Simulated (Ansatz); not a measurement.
# Lattice dynamics of GaCo (Pm-3m)

Wanted: vibrations and spectra of GaCo (Pm-3m); the cell is already relaxed. After the zone centre comes a 4×4×4 q mesh on a 16×16×16 k mesh.

Calculated with Ansatz 0.2.0; DFT PBEsol, scalar-relativistic, plane waves, PAW; PAW set soft_1.

## Step 1: The starting structure

It takes space group Pm-3m (No. 221, cubic). The conventional cell has a = 2.840 Å, b = 2.840 Å, c = 2.840 Å, α = 90.00°, β = 90.00°, γ = 90.00°. Nearest to Ga lie 8 Co at 2.46 Å. Nearest to Co lie 8 Ga at 2.46 Å. Farther neighbours are not listed.

## Step 2: Modes at Γ

The cell comes from relaxations at this level that are not shown. The zone centre comes first: it holds the modes that light can see, as far as symmetry allows. No field response is asked, since the mesh shows no gap.

Input file input.yaml:

```yaml
crystal:
  lattice:
    - [2.8398194804, 0.0, 0.0]
    - [0.0, 2.8398194804, 0.0]
    - [0.0, 0.0, 2.8398194804]
  atoms:
    - { symbol: Ga, position: [0.5, 0.5, 0.5] }
    - { symbol: Co, position: [0.0, 0.0, 0.0] }
kpoints:
  mp_grid: { grid: [16, 16, 16] }
hamiltonian:
  xc: pbesol
  pseudopotentials: { kind: paw, azcp: { folder: soft_1 }, xc_functional: pbe }
scf:
  occupations: { method: methfessel_paxton, width: 0.2 }
output:
  eigenvalues: true
phonons:
  method: dfpt
```

The run is started by

```sh
$ ansatz run input.yaml --threads 4 --pin off --max-ram 10240MiB --backend cpu --events-out ev --progress --plain --runs-dir out
```

Numbers of over 12 decimals in the logs are rounded to 6 here.

Log:

```text
Engine: ansatz 0.2.0, aarch64-unknown-linux-gnu
Pseudopotentials: kind: paw
Pseudopotential: Ga, paw, valence charge 13, recommended cutoff 420 eV (normal), soft_1/Ga.paw.azcp
Pseudopotential: Co, paw, valence charge 17, recommended cutoff 420 eV (normal), soft_1/Co.paw.azcp
Functional definition: PBEsol
  exchange = pbesol_x
  correlation = pbesol_c
Crystal: 2 atoms, lattice volume = 22.902 Å³
Basis set: ecut = 420 eV, 461 PW (Γ), exchange–correlation on 40×40×40 points (8 copies of the dense FFT grid, shifted against one another)
Bands: 19, of which v1, the nominal top of the filled ones, is band 15 counted from 1 (14 counted from 0)
Symmetry: 48 space group operations
k-points: 405 of 4096 (irreducible under 8 space group operations, time reversal used)
Non-local potential: Ga, projectors of the file, l = 0: 2, l = 1: 2, l = 2: 3, l = 3: 1
Non-local potential: Co, projectors of the file, l = 0: 3, l = 1: 2, l = 2: 3, l = 3: 1
PAW form: soft (Blöchl's): semilocal exchange-correlation on the pseudo side does not see the compensation charge
PAW frozen core: Ga, regenerated for the run's functional, and the local potential with it (the file was generated under x = pbe(κ = 0.804, μ = 0.219515), c = pbe(β = 0.066725))
PAW frozen core: Co, regenerated for the run's functional, and the local potential with it (the file was generated under x = pbe(κ = 0.804, μ = 0.219515), c = pbe(β = 0.066725))
PAW one-centre angular grid: Ga, 590 points (default); XC on 64 Gauss nodes
PAW one-centre angular grid: Co, 590 points (default); XC on 64 Gauss nodes
Initial density: superposition of atomic densities (chi_scale 0.1, normalization cell, long waves kept (reshape's long-wave potential 0.00 eV rms))
Initial wavefunctions: pseudopotential atomic-orbital guess
Functional: x = pbesol(κ = 0.804, μ = 0.123457), c = pbesol(β = 0.046)
SCF iter   1: F=—  HF=-8837.294099 eV  |F-HF|=—  |Δ(HF+E_count)|=         —  Δρ=1.25e-1  dr2=3.19e0  ethr=3.10e-3  ⟨swp⟩=4.8  Hψ=31157  notcnv=0
preconditioner: auto → none  [metal: Δε(μ)=0.006 eV  Ē_g=13.206 eV  σ=0.200 eV  W_gap=0.03  n_scr=6 (ndim 8)  ℏωp=36.4 eV  f_vac=0.000  D(μ)=1.42/eV (n_scr^D=18)  sad-step TF]
SCF iter   2: F=—  HF=-8837.170759 eV  |F-HF|=—  |Δ(HF+E_count)|=   1.23e-1  S|Δr|=    0.00e0  Δρ=1.07e-1  dr2=2.25e0  ethr=3.10e-3  ⟨swp⟩=2.7  Hψ=14433  notcnv=0  defer=20
SCF iter   3: F=—  HF=-8837.055102 eV  |F-HF|=—  |Δ(HF+E_count)|=   1.16e-1  S|Δr|=    0.00e0  Δρ=3.91e-2  dr2=2.59e-1  ethr=3.10e-3  ⟨swp⟩=2.0  Hψ=13743  notcnv=0  defer=20
SCF iter   4: F=—  HF=-8836.865418 eV  |F-HF|=—  |Δ(HF+E_count)|=   1.90e-1  S|Δr|=    0.00e0  Δρ=5.17e-3  dr2=2.95e-3  ethr=8.62e-4  ⟨swp⟩=2.0  Hψ=16816  notcnv=0  defer=18
SCF iter   5: F=—  HF=-8836.866421 eV  |F-HF|=—  |Δ(HF+E_count)|=   1.00e-3  S|Δr|=    0.00e0  Δρ=1.50e-3  dr2=1.88e-4  ethr=9.85e-6  ⟨swp⟩=2.0  Hψ=13774  notcnv=0  defer=18
SCF iter   6: F=—  HF=-8836.866442 eV  |F-HF|=—  |Δ(HF+E_count)|=   2.16e-5  S|Δr|=    0.00e0  Δρ=7.02e-4  dr2=6.74e-5  ethr=6.27e-7  ⟨swp⟩=2.0  Hψ=12174  notcnv=0  defer=18
SCF iter   7: F=—  HF=-8836.866423 eV  |F-HF|=—  |Δ(HF+E_count)|=   1.96e-5  S|Δr|=    0.00e0  Δρ=6.90e-5  dr2=3.93e-7  ethr=2.25e-7  ⟨swp⟩=2.7  Hψ=12738  notcnv=0  defer=18
SCF iter   8: F=—  HF=-8836.866421 eV  |F-HF|=—  |Δ(HF+E_count)|=   1.69e-6  S|Δr|=    0.00e0  Δρ=2.69e-6  dr2=8.08e-10  ethr=1.31e-9  ⟨swp⟩=2.0  Hψ=12165  notcnv=0  defer=18
SCF iter   9: F=—  HF=-8836.866421 eV  |F-HF|=—  |Δ(HF+E_count)|=  4.44e-10  S|Δr|=    0.00e0  Δρ=2.05e-7  dr2=1.78e-12  ethr=1.00e-12  ⟨swp⟩=5.0  Hψ=43707  notcnv=0
SCF iter  10: F=-8836.866421 eV  HF=-8836.866421 eV  |F-HF|=1.82e-12  |Δ(HF+E_count)|=  3.64e-12  S|Δr|=    0.00e0  Δρ=1.98e-8  dr2=1.04e-13  ethr=1.00e-12  ⟨swp⟩=5.1  Hψ=31775  notcnv=0
SCF 1 converged in 10 iterations: F = -8836.866421 eV  dr2 = 1.04e-13
  greatest PAW one-centre occupation: 1.001 electrons in one spin orbital (limit 2), on the Co atom at site 1 (counted from 0), in its partial waves of l = 1
DFPT response loops at Γ: preconditioner auto → Kerker (q_TF=auto, 2.854 Å⁻¹) (partly filled bands, converged f_vac=0.000); β = 1.00, the filter's whole step (`scf.mixing.beta` (0.50) is not read by the response loops under this deck's `scf.mixing.preconditioner`; to damp them name `kerker` or `kerker_dos`, under which they read `scf.mixing.beta`, and type it under 1.00, their step now; both keys bind the ground state too); Broyden in place of MSR1
SCF converged after 10 iterations
Stability not checked: this state was not tested for a lower state beside it, because cold or Methfessel-Paxton smearing, or corrected tetrahedra, fill the levels in a way that the test cannot read (fill_not_monotonic; see scf.lower_state_search)
Free energy (F): -8836.866421 eV
Harris-Foulkes:  -8836.866421 eV  (|F-HF|=1.82e-12)
Internal energy: -8836.865947 eV  (E = F + TS)
E sigma→0 (E₀):  -8836.866303 eV
Entropy (-TS):   -0.000474 eV (-0.237 meV/atom)
Fermi energy:    17.567251 eV
Step filling:    the computed levels leave a gap of 0.0167 eV = 0.1 smearing widths at the electron count; against every level under it full and every level over it empty, smearing changes F+E_penalty+E_count by +0.172 meV and its σ→0 estimate by +0.291 meV
--- Per-component energies (eV) ---
  E_band       = -197.591685
  E_kinetic    = 411.579513
  E_local      = -3696.524741  (includes V_loc(G=0)·N_el)
  E_nonlocal   = 351.073317
  E_hartree    = 1944.632005
  E_xc         = -156.581347
  E_vxc        = -177.284115  (∫ρ·V_xc dr)
  E_paw        = -3498.850474  (= ΣΔE_a)
  E_vpaw       = -975.699450  (= ΣTr[D̂ρ^β])
  E_aug_tail   = -0.000203  (compensation charges beyond the density's cutoff)
  E_ewald      = -4193.245417
  E_core_change = 1.051399  (= ΣΔE_core)
  E_smearing   = -0.000474  (= −TS)
  E_closure    = -0.000000  (closes the sum)
  Σ components = -8836.866421   (vs F -8836.866421, Δ=0.00e0)
--- Band table (eV; the first three rows and the last of 405) ---
  k-point 0: bands = [... 11 lower, 14.8329, 16.8009, 16.8009, 16.8009, 22.8522, 22.8522, 22.8522, 28.8148]
  k-point 1: bands = [... 11 lower, 14.8410, 16.7458, 16.7458, 16.8009, 22.2594, 22.9910, 22.9910, 28.8256]
  k-point 2: bands = [... 11 lower, 14.8644, 16.5978, 16.5978, 16.8011, 20.9966, 23.3904, 23.3904, 28.8583]
  k-point 404: bands = [... 11 lower, 13.2263, 17.3357, 17.3357, 18.4397, 21.4442, 21.4442, 21.4442, 22.5405]
--- Phonons (Γ-DFPT): 2 representative perturbations + reference, on 405 of 4096 k-points (Σ response iterations 6) ---
  k mesh reduced under 8 symmetry operations, with k and −k counted as one. Each operation leaves every solved perturbation unchanged. A smaller set is not used because it would not reduce the number of displacements times k-points to solve
  ASR residual: 2.122e-5 → 0.000e0 eV/Å²; symmetrization residual: 5.484e-6 eV/Å²
  ASR residual per site (eV/Å²): 2.12e-5 3.10e-6
  Γ frequencies (cm⁻¹): 0.00 0.00 0.00 243.29 243.29 243.29
  non-analytic LO–TO correction: not included (Born effective charges unavailable; polar crystals: no LO–TO splitting at Γ)
```

The job ended after 15 s (4 threads of Arm Neoverse V1, shared host; peak memory 0.87 GiB; 55 s of CPU time).

This step gave:

| Property | Result |
| --- | --- |
| volume per atom | 11.45 Å³ |
| gap on the k-mesh | 0 eV |
| sum-rule residual before enforcement | 2.12e-5 eV/Å² |
| point group | m-3m |
| highest optical mode at the zone centre (no LO-TO term) | 243.3 cm⁻¹ |
| lowest optical zone-centre mode | 243.3 cm⁻¹ |

Patterns of degenerate modes are one choice out of their space. Modes at Γ, with each element's share of the kinetic energy:

| mode | frequency (cm⁻¹) | symmetry | Ga % | Co % |
| --- | --- | --- | --- | --- |
| 1 | 0.0 | acoustic | 54 | 46 |
| 2 | 0.0 | acoustic | 54 | 46 |
| 3 | 0.0 | acoustic | 54 | 46 |
| 4 | 243.3 | T1u | 46 | 54 |
| 5 | 243.3 | T1u | 46 | 54 |
| 6 | 243.3 | T1u | 46 | 54 |

Displacements in mode 4 (243.3 cm⁻¹), the largest set to 1:
```
Ga1  0.00 -0.85  0.00
Co2  0.00  1.00  0.00
```

Before it was imposed, the acoustic sum rule was missed by 2.1e-5 eV/Å². Small misses are needed for a sound result but don't prove that mesh and cutoff are converged. The lowest optical mode is real, 243 cm⁻¹.

(Continued in part 2 of 2.)

[Logs are printed without paths, hosts, clocks, repeated set-up lines and the standing remarks that a program may print on its own settings, such as how far it seeks lower states.]

[Hosts, paths, dates, database ids (printed as entryN), source tags and the programs' standing remarks are cut or masked in the printed files.]
